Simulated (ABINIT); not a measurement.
Planning a run of ABINIT 10.8.3 on Li2H6Pt (Fm-3m). The input:

```
acell 3*1.0 Angstrom
rprim 
  -0.000000000000 3.324927160000 3.324927160000
  3.324927160000 0.000000000000 3.324927160000
  3.324927160000 3.324927160000 0.000000000000
ntypat 3
znucl 3 1 78
natom 9
typat 1 1 2 2 2 2 2 2 3
xred 
  0.750000000000 0.750000000000 0.750000000000
  0.250000000000 0.250000000000 0.250000000000
  0.754787880000 0.754787880000 0.245212120000
  0.245212120000 0.754787880000 0.245212120000
  0.754787880000 0.245212120000 0.245212120000
  0.245212120000 0.245212120000 0.754787880000
  0.754787880000 0.245212120000 0.754787880000
  0.245212120000 0.754787880000 0.754787880000
  0.000000000000 0.000000000000 0.000000000000
pp_dirpath "pseudos"
pseudos "Li.upf, H.upf, Pt.upf"
ecut 34
ngkpt 4 4 4
nshiftk 1
shiftk 0 0 0
kptopt 1
chksymbreak 0
istwfk *1
occopt 1
irdwfk 1
optdriver 3
nband 92
ecuteps 5
inclvkb 2
awtr 1
symchi 1
gwcalctyp 1
nfreqre 0
nfreqim 4
gwrpacorr 1
indata_prefix "in"
outdata_prefix "out"
tmpdata_prefix "tmp"
```

```sh
OMP_NUM_THREADS=1 mpirun -n 4 abinit run.abi > log
```

**Question.** Estimate wall time and host memory on 4 MPI ranks of Arm Neoverse V2, shared host.

It took 60 s; on shared hardware allow 30 s to 2 min. Peak host memory was 1.4 GiB.

[Paths, hosts, dates, memory and timing lines, banners, echoed tables and standing remarks are left out of the program output.]

[Logs are printed without paths, hosts, clocks, repeated set-up lines and the standing remarks that a program may print on its own settings, such as how far it seeks lower states.]

[Runs of the session that timed out or met a known fault of the program may be left out.]

[No measured gap is set beside runs whose start may be inverted or whose files or cutoffs have a known fault.]

[Hosts, paths, dates, database ids (printed as entryN), source tags and the programs' standing remarks are cut or masked in the printed files.]

[G0W0 gaps are taken among the corrected bands and points alone; a level outside them can change the order at an edge.]

[Where Ansatz stands beside ABINIT at settings called matched, ABINIT's density can come from a denser mesh and the files from another edition; pairs whose starting gaps differed by over 0.03 eV were left out, so agreement reads better than it is.]
